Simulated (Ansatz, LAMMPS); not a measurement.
# Site preference of Al in place of Si in glassy 56SiO2-19BaO-25CaO (mol %) (82 atoms), part 2 of 3

At which site of glassy 56SiO2-19BaO-25CaO (mol %) (82 atoms) does Al in place of Si cost least, and what about the site decides it?

Ansatz 0.2.0; Kohn-Sham DFT, PBE, PAW (set soft_2), plane waves.

The cell: 18 Si, 6 Ba, 8 Ca and 50 O. The quench rate of 10 K/ps is many orders above laboratory rates. The starting topology of bonds comes from the classical model. The Brillouin zone is sampled at Γ only, in a cell whose shortest periodic width is 11 Å. No spin–orbit coupling is included.

So far. Step 2 (Single point at the start): The r.m.s. force at the start is 1.3 eV/Å. Step 3 (Relaxation): The relaxation converged after 11 steps, 7.41 eV below its start, with a largest force component of 0.046 eV/Å.

## (5) Al on a site of Si, site Si18

The site has 4 bonded neighbours (O4) at 1.62 Å on average, by cutoffs that count no bonds between two metal atoms or like ions. The change is made in the relaxed cell and the atoms are relaxed again, with spin allowed.

Input file input.yaml:

```yaml
crystal:
  lattice:
    - [10.67573, 0.0, 0.0]
    - [0.0, 10.67573, 0.0]
    - [0.0, 0.0, 10.67573]
  atoms:
    [... atom lines 1 to 14 left out ...]
    - { symbol: Si, position: [0.1092, 0.35702, 0.17097] }
    - { symbol: Si, position: [0.891, 0.68189, 0.80867] }
    - { symbol: Si, position: [0.0644, 0.95291, 0.2582] }
    - { symbol: Al, position: [0.35181, 0.42226, 0.54371], spin: 0.6 }
    - { symbol: Ba, position: [0.10184, 0.65774, 0.03245] }
    - { symbol: Ba, position: [0.68235, 0.66297, 0.52684] }
    - { symbol: Ba, position: [0.37324, 0.33811, 0.98794] }
    [... atom lines 22 to 82 left out ...]
magnetization:
  spin_polarized: true
kpoints:
  mp_grid: { grid: [1, 1, 1] }
hamiltonian:
  xc: pbe
scf:
  occupations: { method: fermi_dirac, width: 0.025 }
  lower_state_search: "off"
output:
  forces: true
  eigenvalues: true
relax:
  f_tol: 0.05
  max_steps: 90
```

On the command line:

```
ansatz run input.yaml --threads 4 --pin off --max-ram 8192MiB --backend cpu --events-out ev --progress --plain --runs-dir out
```

The log of the run:

```text
[...]
Crystal: 82 atoms, lattice volume = 1216.726 Å³
Basis set: ecut = 420 eV, 23847 PW (Γ), exchange–correlation on 144×144×144 points (8 copies of the dense FFT grid, shifted against one another)
Bands: 339, of which v1, the nominal top of the filled ones, is band 256 counted from 1 (255 counted from 0)
Symmetry: 1 space group operations
[...]
k-points: 1
[...]
Starting moments: Σ|m| = 3 μB on 5 of 82 sites
[...]
SCF iter   1: F=—  HF=-90114.541342 eV  |F-HF|=—  |Δ(HF+E_count)|=         —  Δρ=5.28e-2 (↑5.08e-2 ↓5.28e-2)  dr2=4.52e2  dr2_m=7.58e-1  M=2.812 μB ∫|m|=3.020 μB  β_m=0.30  ethr=3.10e-3  ⟨swp⟩=9.5  Hψ=3793  notcnv=0  defer=106
[...]
spin=Collinear: Resta preconditioning applied to the charge; magnetization (m = ρ↑ − ρ↓) channel mixes plain (no charge-response kernel on spin).
SCF iter   2: F=—  HF=-90083.876964 eV  |F-HF|=—  |Δ(HF+E_count)|=    3.07e1  Δρ=3.46e-2 (↑2.89e-2 ↓3.46e-2)  dr2=7.97e1  dr2_m=1.00e0  M=0.997 μB ∫|m|=1.305 μB  β_m=0.30  ethr=3.10e-3  ⟨swp⟩=3.0  Hψ=1314  notcnv=0  defer=146
[...]
SCF iter   8: F=—  HF=-90058.142341 eV  |F-HF|=—  |Δ(HF+E_count)|=   1.67e-2  Δρ=4.97e-3 (↑3.17e-3 ↓4.97e-3)  dr2=6.51e-1  dr2_m=8.32e-2  M=0.785 μB ∫|m|=0.923 μB  β_m=0.30  ethr=1.93e-4  ⟨swp⟩=4.0  Hψ=554  notcnv=0  defer=156
[...]
spin-set hold released at iteration 8 (site moments contracting): the magnetisation degrees of freedom join the quasi-Newton model from the next iteration; the mixer history was flushed
SCF iter   9: F=—  HF=-90058.180613 eV  |F-HF|=—  |Δ(HF+E_count)|=   3.83e-2  Δρ=5.62e-3 (↑2.41e-3 ↓5.62e-3)  dr2=7.40e-1  dr2_m=8.94e-2  M=0.862 μB ∫|m|=0.993 μB  β_m=0.28  ethr=1.27e-4  ⟨swp⟩=3.0  Hψ=630  notcnv=0  defer=156
[...]
SCF iter  24: F=-90058.225576 eV  HF=-90058.225578 eV  |F-HF|=1.18e-6  |Δ(HF+E_count)|=   4.07e-7  Δρ=9.56e-6 (↑2.24e-6 ↓9.56e-6)  dr2=1.78e-6  dr2_m=2.76e-7  M=0.980 μB ∫|m|=1.078 μB  ethr=1.74e-9  ⟨swp⟩=2.0  Hψ=1631  notcnv=0
SCF 1 converged in 24 iterations: F = -90058.225576 eV  dr2 = 1.78e-6
[...]
relax step   1: F+E_penalty+E_count = -90058.22557649 eV  Δ(F+E_penalty+E_count) = +0.000e0 eV  max|allowed force component| = 4.642e0 eV/Å  Δτ_max = 0.0000 Å  (24 SCF iters, dr2 threshold 6.25e-5 eV, accepted)
[... from here on, the SCF cycles and remarks between the steps are left out ...]
relax step   2: F+E_penalty+E_count = -90058.98012460 eV  Δ(F+E_penalty+E_count) = -7.545e-1 eV  max|allowed force component| = 2.786e0 eV/Å  Δτ_max = 0.1936 Å  (14 SCF iters, dr2 threshold 1.00e-4 eV, accepted)
relax step   3: F+E_penalty+E_count = -90059.38271764 eV  Δ(F+E_penalty+E_count) = -4.026e-1 eV  max|allowed force component| = 5.470e-1 eV/Å  Δτ_max = 0.1126 Å  (14 SCF iters, dr2 threshold 1.00e-4 eV, accepted)
relax step   4: F+E_penalty+E_count = -90058.93441340 eV  Δ(F+E_penalty+E_count) = +4.483e-1 eV  max|allowed force component| = 1.898e0 eV/Å  Δτ_max = 0.2000 Å  (16 SCF iters, dr2 threshold 1.87e-5 eV, rejected (line search))
relax step   5: F+E_penalty+E_count = -90059.49534172 eV  Δ(F+E_penalty+E_count) = -1.126e-1 eV  max|allowed force component| = 2.010e-1 eV/Å  Δτ_max = 0.0674 Å  (31 SCF iters, accepted)
relax step   6: F+E_penalty+E_count = -90059.50058757 eV  Δ(F+E_penalty+E_count) = -5.246e-3 eV  max|allowed force component| = 3.365e-1 eV/Å  Δτ_max = 0.1000 Å  (17 SCF iters, dr2 threshold 2.53e-6 eV, accepted)
relax step   7: F+E_penalty+E_count = -90059.51536106 eV  Δ(F+E_penalty+E_count) = -1.477e-2 eV  max|allowed force component| = 1.064e-1 eV/Å  Δτ_max = 0.0408 Å  (18 SCF iters, dr2 threshold 1.53e-5 eV, accepted)
relax step   8: F+E_penalty+E_count = -90059.49664807 eV  Δ(F+E_penalty+E_count) = +1.871e-2 eV  max|allowed force component| = 2.953e-1 eV/Å  Δτ_max = 0.1712 Å  (21 SCF iters, rejected (line search))
relax step   9: F+E_penalty+E_count = -90059.52053048 eV  Δ(F+E_penalty+E_count) = -5.169e-3 eV  max|allowed force component| = 4.724e-2 eV/Å  Δτ_max = 0.0560 Å  (28 SCF iters, accepted)
SCF converged after 28 iterations
Magnetization: 0.9948 μB (255.9974 up, 255.0026 down)
Absolute magnetization: 1.0960 μB (∫|ρ↑−ρ↓|, with the PAW one-centre terms)
[...]
Per-site moments (μB) at R_I (Å): [(-1.460112e-6, 0.659020), (-0.000500788, 0.668887), (-7.274361e-6, 0.666421), (-1.122998e-5, 0.667319), (-2.434456e-5, 0.666311), [...]
Free energy (F): -90059.520530 eV
[...]
Internal energy: -90059.475766 eV  (E = F + TS)
E sigma→0 (E₀):  -90059.498148 eV
Entropy (-TS):   -0.044765 eV (-0.546 meV/atom)
Fermi energy:    4.836579 eV
[...]
--- Forces (eV/Å), atoms counted from 1 ---
  atom   1  Si    -0.01509526     0.00785047     0.02096719
  atom   2  Si     0.00336950    -0.01616072     0.01424315
  atom   3  Si     0.00806461     0.03009205     0.00645540
  atom   4  Si    -0.02831460     0.01041271     0.02416762
  atom   5  Si     0.00271573    -0.01792126     0.02390047
  atom   6  Si    -0.01582814     0.01468102     0.00919555
  atom   7  Si    -0.01057757     0.00755594    -0.00663738
  atom   8  Si    -0.01352462    -0.00889131     0.01313369
  atom   9  Si    -0.00262917    -0.00207320    -0.00400767
  atom  10  Si    -0.01376844     0.00006330    -0.00606328
  atom  11  Si     0.00726974     0.00951589     0.00745805
  atom  12  Si     0.00372237    -0.00760085     0.02811383
  atom  13  Si     0.01019269     0.02602615    -0.00153766
  atom  14  Si     0.01664653     0.00806538     0.01752145
[...]
atom  81  O      0.00106941    -0.00587595    -0.01154929
  atom  82  O      0.00468045     0.00744068    -0.00218498
  max |Σ_I F_I| component: 7.85e-5 eV/Å
--- Band table (eV) ---
[...]
--- Relaxed structure (9 steps of the walk, 7 accepted, 0 SCFs on fresh bases) ---
  F+E_penalty+E_count = -90059.52053048 eV   max|allowed force component| = 4.724e-2 eV/Å
  atoms:
    - { symbol: Si, position: [0.163863, 0.817268, 0.751672] }
    - { symbol: Si, position: [0.814738, 0.069579, 0.814760] }
    - { symbol: Si, position: [0.457862, 0.067897, 0.758939] }
    - { symbol: Si, position: [0.646360, 0.338520, 0.483284] }
[...]
- { symbol: O, position: [0.934468, 0.630645, 0.457112] }
```

It took 7.3 min on 4 threads of Arm Neoverse V1, shared host; peak memory 2.4 GiB.

The relaxation converged after 9 steps, 1.29 eV below its start, with a largest force component of 0.047 eV/Å.

Local excerpt of 10 atoms (numbers count through the whole input) about the Al atom, after relaxation; x, y, z are measured from there.

```csv
atom,x,y,z,distance (Å),bonds,moment (μB)
Al18,0.00,0.00,0.00,0.00,4,0.00
O46,-0.26,0.91,1.46,1.74,2,0.02
O47,1.72,-0.23,-0.09,1.74,4,0.00
O70,-0.74,0.80,-1.36,1.74,2,0.00
O57,-0.95,-1.45,0.15,1.74,3,0.00
Si6,0.39,2.40,1.53,2.87,4,0.00
Si12,-1.51,-2.24,1.47,3.07,4,0.00
O65,0.66,3.11,0.09,3.18,3,0.11
Si4,3.09,-0.86,-0.68,3.28,4,0.00
Si11,-1.13,1.72,-2.58,3.30,4,0.00
```

The largest move is 0.26 Å, by O47.

## (6) Al on a site of Si, site Si9

The site has 4 bonded neighbours (O4) at 1.67 Å on average. 

Input and log are left out; they have the form of those shown for this kind of step.

Elapsed: 5.7 min, on 4 threads of Arm Neoverse V1, shared host; peak memory 2.4 GiB; 22 min of CPU time.

The relaxation converged after 9 steps, 0.986 eV below its start, with a largest force component of 0.031 eV/Å.

Local excerpt of 10 atoms (numbers count through the whole input) about the Al atom, after relaxation; x, y, z are measured from there.

```
atom      x      y      z  distance (Å)  bonds  moment (μB)
 Al9   0.00   0.00   0.00          0.00      4         0.00
 O49  -1.65   0.54   0.17          1.74      3         0.01
 O62   0.79   0.33  -1.56          1.78      3         0.32
 O61   0.46  -1.71  -0.22          1.79      3         0.43
 O50   0.88   0.43   1.53          1.82      3         0.00
Si13   0.58   1.57   2.63          3.12      4         0.00
Ba20   0.79  -2.51   2.18          3.41      7         0.02
Ca25  -0.42   1.70  -2.96          3.44      6         0.00
 O78   0.20   3.00   1.94          3.58      2         0.00
Ca32  -3.29  -0.44   1.44          3.61      5         0.00
```

The largest move is 0.23 Å, by O49.

## (7) Al on a site of Si, site Si12

The site has 4 bonded neighbours (O4) at 1.65 Å on average. 

Input and log are left out; they have the form of those shown for this kind of step.

Elapsed: 13 min, on 4 threads of Arm Neoverse V1, shared host; peak memory 2.4 GiB; 52 min of CPU time.

The relaxation converged after 23 steps, 1.54 eV below its start, with a largest force component of 0.044 eV/Å.

## (8) Al on a site of Si, site Si3

The site has 4 bonded neighbours (O4) at 1.66 Å on average. 

input.yaml, the sections that differ from step 5:

```yaml
crystal:
  lattice:
    - [10.67573, 0.0, 0.0]
    - [0.0, 10.67573, 0.0]
    - [0.0, 0.0, 10.67573]
  atoms:
    - { symbol: Si, position: [0.16489, 0.81501, 0.75026] }
    - { symbol: Si, position: [0.81461, 0.07105, 0.81401] }
    - { symbol: Al, position: [0.45902, 0.0704, 0.75722], spin: 0.6 }
    - { symbol: Si, position: [0.63588, 0.33713, 0.48159] }
    - { symbol: Si, position: [0.65381, 0.31539, 0.19387] }
    - { symbol: Si, position: [0.39789, 0.64967, 0.68409] }
    [... atom lines 7 to 82 left out ...]
# magnetization, kpoints, hamiltonian, scf, output, relax: as in step 5
```

The log of the run:

```text
[...]
Crystal: 82 atoms, lattice volume = 1216.726 Å³
Basis set: ecut = 420 eV, 23847 PW (Γ), exchange–correlation on 144×144×144 points (8 copies of the dense FFT grid, shifted against one another)
Bands: 339, of which v1, the nominal top of the filled ones, is band 256 counted from 1 (255 counted from 0)
Symmetry: 1 space group operations
[...]
k-points: 1
[...]
Starting moments: Σ|m| = 3 μB on 5 of 82 sites
[...]
SCF iter   1: F=—  HF=-90116.186902 eV  |F-HF|=—  |Δ(HF+E_count)|=         —  Δρ=5.36e-2 (↑5.27e-2 ↓5.36e-2)  dr2=4.84e2  dr2_m=8.18e-1  M=0.962 μB ∫|m|=1.917 μB  β_m=0.30  ethr=3.10e-3  ⟨swp⟩=9.0  Hψ=3679  notcnv=0  defer=122
[...]
SCF iter   4: F=—  HF=-90065.034784 eV  |F-HF|=—  |Δ(HF+E_count)|=    9.79e0  Δρ=1.70e-2 (↑1.29e-2 ↓1.70e-2)  dr2=2.44e1  dr2_m=3.43e-1  M=0.578 μB ∫|m|=0.823 μB  β_m=0.30  ethr=3.10e-3  ⟨swp⟩=4.0  Hψ=1838  notcnv=0  defer=156
[...]
SCF iter  10: F=—  HF=-90058.486091 eV  |F-HF|=—  |Δ(HF+E_count)|=   6.42e-2  Δρ=2.63e-3 (↑2.56e-3 ↓2.63e-3)  dr2=6.14e-1  dr2_m=1.57e-2  M=0.735 μB ∫|m|=0.842 μB  β_m=0.30  ethr=2.41e-4  ⟨swp⟩=6.0  Hψ=727  notcnv=0  defer=156
[...]
SCF iter  16: F=—  HF=-90058.451236 eV  |F-HF|=—  |Δ(HF+E_count)|=   1.55e-3  Δρ=2.82e-3 (↑9.70e-4 ↓2.82e-3)  dr2=2.16e-1  dr2_m=1.67e-2  M=0.830 μB ∫|m|=0.938 μB  β_m=0.38  ethr=2.86e-5  ⟨swp⟩=5.5  Hψ=980  notcnv=0  defer=157
[...]
SCF iter  25: F=-90058.445243 eV  HF=-90058.445249 eV  |F-HF|=5.91e-6  |Δ(HF+E_count)|=   1.16e-6  Δρ=1.59e-5 (↑9.52e-6 ↓1.59e-5)  dr2=7.89e-6  dr2_m=5.10e-7  M=0.950 μB ∫|m|=1.046 μB  β_m=0.37  ethr=1.22e-8  ⟨swp⟩=20.0  Hψ=4444  notcnv=0
SCF iter  26: F=-90058.445248 eV  HF=-90058.445248 eV  |F-HF|=8.52e-7  |Δ(HF+E_count)|=   2.76e-7  Δρ=7.30e-6 (↑4.04e-6 ↓7.30e-6)  dr2=1.70e-6  dr2_m=1.68e-7  M=0.951 μB ∫|m|=1.047 μB  ethr=1.54e-9  ⟨swp⟩=1.5  Hψ=1371  notcnv=0
SCF 1 converged in 26 iterations: F = -90058.445248 eV  dr2 = 1.70e-6
[...]
relax step   1: F+E_penalty+E_count = -90058.44524762 eV  Δ(F+E_penalty+E_count) = +0.000e0 eV  max|allowed force component| = 3.957e0 eV/Å  Δτ_max = 0.0000 Å  (26 SCF iters, dr2 threshold 6.25e-5 eV, accepted)
[... from here on, the SCF cycles and remarks between the steps are left out ...]
relax step   2: F+E_penalty+E_count = -90059.13672929 eV  Δ(F+E_penalty+E_count) = -6.915e-1 eV  max|allowed force component| = 2.211e0 eV/Å  Δτ_max = 0.1948 Å  (18 SCF iters, dr2 threshold 1.00e-4 eV, accepted)
relax step   3: F+E_penalty+E_count = -90059.53458813 eV  Δ(F+E_penalty+E_count) = -3.979e-1 eV  max|allowed force component| = 5.264e-1 eV/Å  Δτ_max = 0.1667 Å  (17 SCF iters, dr2 threshold 1.00e-4 eV, accepted)
relax step   4: F+E_penalty+E_count = -90059.32392658 eV  Δ(F+E_penalty+E_count) = +2.107e-1 eV  max|allowed force component| = 1.001e0 eV/Å  Δτ_max = 0.2000 Å  (17 SCF iters, dr2 threshold 1.73e-5 eV, rejected (line search))
relax step   5: F+E_penalty+E_count = -90059.66907059 eV  Δ(F+E_penalty+E_count) = -1.345e-1 eV  max|allowed force component| = 1.430e-1 eV/Å  Δτ_max = 0.0994 Å  (23 SCF iters, accepted)
relax step   6: F+E_penalty+E_count = -90059.65663856 eV  Δ(F+E_penalty+E_count) = +1.243e-2 eV  max|allowed force component| = 2.720e-1 eV/Å  Δτ_max = 0.1000 Å  (21 SCF iters, rejected (line search))
relax step   7: F+E_penalty+E_count = -90059.68985981 eV  Δ(F+E_penalty+E_count) = -2.079e-2 eV  max|allowed force component| = 5.392e-2 eV/Å  Δτ_max = 0.0462 Å  (19 SCF iters, accepted)
relax step   8: F+E_penalty+E_count = -90059.69757901 eV  Δ(F+E_penalty+E_count) = -7.719e-3 eV  max|allowed force component| = 7.727e-2 eV/Å  Δτ_max = 0.0500 Å  (20 SCF iters, accepted)
relax step   9: F+E_penalty+E_count = -90059.70291585 eV  Δ(F+E_penalty+E_count) = -5.337e-3 eV  max|allowed force component| = 9.145e-2 eV/Å  Δτ_max = 0.0332 Å  (17 SCF iters, accepted)
relax step  10: F+E_penalty+E_count = -90059.71795647 eV  Δ(F+E_penalty+E_count) = -1.504e-2 eV  max|allowed force component| = 1.677e-1 eV/Å  Δτ_max = 0.1098 Å  (15 SCF iters, dr2 threshold 8.36e-6 eV, accepted)
relax step  11: F+E_penalty+E_count = -90059.76777545 eV  Δ(F+E_penalty+E_count) = -4.982e-2 eV  max|allowed force component| = 3.506e-1 eV/Å  Δτ_max = 0.1644 Å  (14 SCF iters, dr2 threshold 2.81e-5 eV, accepted)
relax step  12: F+E_penalty+E_count = -90059.81673494 eV  Δ(F+E_penalty+E_count) = -4.896e-2 eV  max|allowed force component| = 4.001e-1 eV/Å  Δτ_max = 0.1940 Å  (15 SCF iters, dr2 threshold 1.00e-4 eV, accepted)
relax step  13: F+E_penalty+E_count = -90059.85489659 eV  Δ(F+E_penalty+E_count) = -3.816e-2 eV  max|allowed force component| = 3.318e-1 eV/Å  Δτ_max = 0.1427 Å  (12 SCF iters, dr2 threshold 1.00e-4 eV, accepted)
relax step  14: F+E_penalty+E_count = -90059.93958304 eV  Δ(F+E_penalty+E_count) = -8.469e-2 eV  max|allowed force component| = 2.471e-1 eV/Å  Δτ_max = 0.2000 Å  (12 SCF iters, dr2 threshold 7.57e-5 eV, accepted)
relax step  15: F+E_penalty+E_count = -90059.96076607 eV  Δ(F+E_penalty+E_count) = -2.118e-2 eV  max|allowed force component| = 1.720e-1 eV/Å  Δτ_max = 0.0506 Å  (11 SCF iters, dr2 threshold 3.39e-5 eV, accepted)
relax step  16: F+E_penalty+E_count = -90059.95238470 eV  Δ(F+E_penalty+E_count) = +8.381e-3 eV  max|allowed force component| = 2.772e-1 eV/Å  Δτ_max = 0.2000 Å  (13 SCF iters, dr2 threshold 1.43e-5 eV, rejected (line search))
relax step  17: F+E_penalty+E_count = -90059.99429652 eV  Δ(F+E_penalty+E_count) = -3.353e-2 eV  max|allowed force component| = 1.232e-1 eV/Å  Δτ_max = 0.0676 Å  (16 SCF iters, accepted)
relax step  18: F+E_penalty+E_count = -90060.01568978 eV  Δ(F+E_penalty+E_count) = -2.139e-2 eV  max|allowed force component| = 8.259e-2 eV/Å  Δτ_max = 0.1000 Å  (12 SCF iters, dr2 threshold 7.35e-6 eV, accepted)
relax step  19: F+E_penalty+E_count = -90060.02202159 eV  Δ(F+E_penalty+E_count) = -6.332e-3 eV  max|allowed force component| = 9.219e-2 eV/Å  Δτ_max = 0.0802 Å  (12 SCF iters, dr2 threshold 3.07e-6 eV, accepted)
relax step  20: F+E_penalty+E_count = -90059.92257194 eV  Δ(F+E_penalty+E_count) = +9.945e-2 eV  max|allowed force component| = 3.695e-1 eV/Å  Δτ_max = 0.2000 Å  (15 SCF iters, dr2 threshold 3.82e-6 eV, rejected (line search))
relax step  21: F+E_penalty+E_count = -90060.03319326 eV  Δ(F+E_penalty+E_count) = -1.117e-2 eV  max|allowed force component| = 9.901e-2 eV/Å  Δτ_max = 0.0594 Å  (16 SCF iters, accepted)
relax step  22: F+E_penalty+E_count = -90060.03437682 eV  Δ(F+E_penalty+E_count) = -1.184e-3 eV  max|allowed force component| = 4.801e-2 eV/Å  Δτ_max = 0.0206 Å  (9 SCF iters, dr2 threshold 9.80e-6 eV, accepted)
relax step  23: F+E_penalty+E_count = -90060.03437705 eV  Δ(F+E_penalty+E_count) = -2.338e-7 eV  max|allowed force component| = 4.787e-2 eV/Å  Δτ_max = 0.0000 Å  (5 SCF iters, accepted)
SCF converged after 5 iterations
Magnetization: 0.9990 μB (255.9995 up, 255.0005 down)
Absolute magnetization: 1.1089 μB (∫|ρ↑−ρ↓|, with the PAW one-centre terms)
[...]
Per-site moments (μB) at R_I (Å): [(-7.352979e-7, 0.656696), (-0.00151431, 0.674307), (-2.005368e-5, 0.720446), (1.858396e-5, 0.663161), (-4.187711e-6, 0.665122), [...]
Free energy (F): -90060.034377 eV
[...]
Internal energy: -90060.012617 eV  (E = F + TS)
E sigma→0 (E₀):  -90060.023497 eV
Entropy (-TS):   -0.021760 eV (-0.265 meV/atom)
Fermi energy:    4.944775 eV
[...]
Σ components = -90060.034377   (vs F -90060.034377, Δ=0.00e0)
--- Forces (eV/Å), atoms counted from 1 ---
  atom   1  Si     0.02718023    -0.00428188     0.03035196
  atom   2  Si     0.01521889     0.00102331     0.01670615
  atom   3  Al    -0.01335534    -0.00910242    -0.03103510
  atom   4  Si    -0.00517690     0.00566669    -0.00932172
[...]
atom  82  O      0.00472156     0.00709251    -0.00001484
  max |Σ_I F_I| component: 4.33e-5 eV/Å
--- Band table (eV) ---
[...]
--- Relaxed structure (23 steps of the walk, 19 accepted, 0 SCFs on fresh bases) ---
  F+E_penalty+E_count = -90060.03437705 eV   max|allowed force component| = 4.787e-2 eV/Å
  atoms:
    - { symbol: Si, position: [0.174645, 0.799447, 0.752462] }
    - { symbol: Si, position: [0.819334, 0.074069, 0.799854] }
    - { symbol: Al, position: [0.455889, 0.073133, 0.755453] }
    - { symbol: Si, position: [0.618173, 0.342755, 0.460846] }
[...]
- { symbol: O, position: [0.929352, 0.628555, 0.455082] }
```

The job ended after 16 min (4 threads; peak memory 2.4 GiB; 61 min of CPU time).

The relaxation converged after 23 steps, 1.59 eV below its start, with a largest force component of 0.048 eV/Å.

A closer look about the Al atom, after relaxation: 10 atoms, nearest first, numbered in the order of the input, with positions taken from that point.

```
atom      x      y      z  distance (Å)  bonds  moment (μB)
 Al3   0.00   0.00   0.00          0.00      4         0.00
 O42   0.72   1.29   0.93          1.75      4         0.00
 O51  -1.64   0.32  -0.60          1.77      2         0.00
 O37   0.71  -0.66  -1.49          1.78      3         0.00
 O63   0.10  -1.49   1.14          1.88      4         0.00
Si10  -1.20  -1.69   2.16          2.99      4         0.00
Si13   2.08  -0.18  -2.25          3.07      4         0.00
Ca25   1.43   0.03   2.82          3.16      6         0.00
Si12  -2.68   1.56  -0.74          3.19      4         0.00
 O64  -1.27  -0.29   2.98          3.25      5         0.00
```

The largest move is 0.81 Å, by O47.

[end of part 2 of 3]

[Long decimals in the printed logs are rounded to 6 places.]

[Logs are printed without paths, hosts, clocks, repeated set-up lines and the standing remarks that a program may print on its own settings, such as how far it seeks lower states.]

[Hosts, paths, dates, database ids (printed as entryN), source tags and the programs' standing remarks are cut or masked in the printed files.]
